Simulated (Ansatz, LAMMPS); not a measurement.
# Static equation of state of glassy 67P2O5-20BaO-13Al2O3 (mol %) (86 atoms)

Density of this cell: 2.78 g/cm³. The cell holds 86 atoms: 20 P, 3 Ba, 4 Al and 59 O. Its edges and angles: a = 10.679 Å, b = 11.150 Å, c = 10.514 Å, α = 87.0°, β = 95.9°, γ = 93.1°. The starting structure: 86 atoms (20 P, 3 Ba, 4 Al, 59 O) placed at random at 2.81 g/cm³, melted at 4000 K for 10 ps at fixed volume with the Morse and Coulomb pair potential with partial charges (Pedone, Malavasi, Menziani, Cormack and Segre, J. Phys. Chem. B 110, 11780 (2006)). Quenched from 4000 K to 300 K at 20 K/ps and fixed volume, held 10 ps at zero pressure, then minimised at fixed cell.

Calculated with Ansatz 0.2.0: Kohn-Sham DFT, PBEsol, PAW (set soft_1), plane waves; cutoff 420 eV, Γ point, fermi-dirac smearing of 0.05 eV. Cell and atoms were relaxed first, to V0 = 14.444 Å³ an atom at a residual P0 = -0.022 GPa. The cell was then scaled evenly, and the atoms were relaxed at each volume.

| volume (Å³/atom) | pressure (GPa) |
| --- | --- |
| 13.000 | 3.494 |
| 13.577 | ? |
| 14.011 | 0.8346 |
| 14.877 | -0.6430 |
| 15.311 | -0.9338 |

**Question.** Fit the third-order Birch–Murnaghan equation to the rows given and interpolate to the withheld row.

**Working.**

Take the Eulerian strain f = ½[(V0/V)^(2/3) − 1] and the normalised pressure F = (P − P0) / [3f(1 + 2f)^(5/2)]. The third-order Birch–Murnaghan equation is then the line F = B0 + (3/2)B0(B′ − 4) f, so u = f and v = F.

```
      u = f  v = F (GPa)
  0.0363829      27.0269
  0.0102569      26.4551
-0.00975657      22.2941
 -0.0190505      17.5838
```

With n = 4: mean u = 0.00445817, mean v = 23.3400, Σ(u − ū)² = 0.0018075, Σ(u − ū)(v − v̄) = 0.28596. Slope b = 0.28596 / 0.0018075 = 158.20; intercept a = v̄ − b ū = 22.635.

So B0 = a = 22.6 GPa and B′ = 4 + 2b/(3a) = 8.66. At the withheld volume f = 0.02106, F = a + b f = 25.97 GPa, and P = P0 + 3f(1 + 2f)^(5/2) F.

Prediction at 13.577: 1.797 GPa. The run gave 1.805 GPa, so the fit is low by 0.0083 GPa (0.46 % of the value).

The series isn't one smooth equation of state: even a line fitted to all rows, the withheld one included, misses F by up to 11.6 % and the count of bonds changes along the series. B0 and B′ are then only the numbers of this fit, not moduli of the material. Among the rows given, the largest miss of the fit is at 13.000, by 0.18 GPa (4.0 % of the range of the table).

Limits: Static cells at zero temperature; the cell shape is held. The program notes that the SCF threshold of these relaxations is loose for the stress. The quench rate of 20 K/ps is many orders above laboratory rates, so the cell is likely richer in defects and strain than a real sample. The network of bonds at the start is that of the classical potential that made the cell, and needn't be the one that DFT or experiment would give. Only the Γ point is sampled, in a cell whose shortest periodic width is 10 Å.

[Logs are printed without paths, hosts, clocks, repeated set-up lines and the standing remarks that a program may print on its own settings, such as how far it seeks lower states.]

[Hosts, paths, dates, database ids (printed as entryN), source tags and the programs' standing remarks are cut or masked in the printed files.]
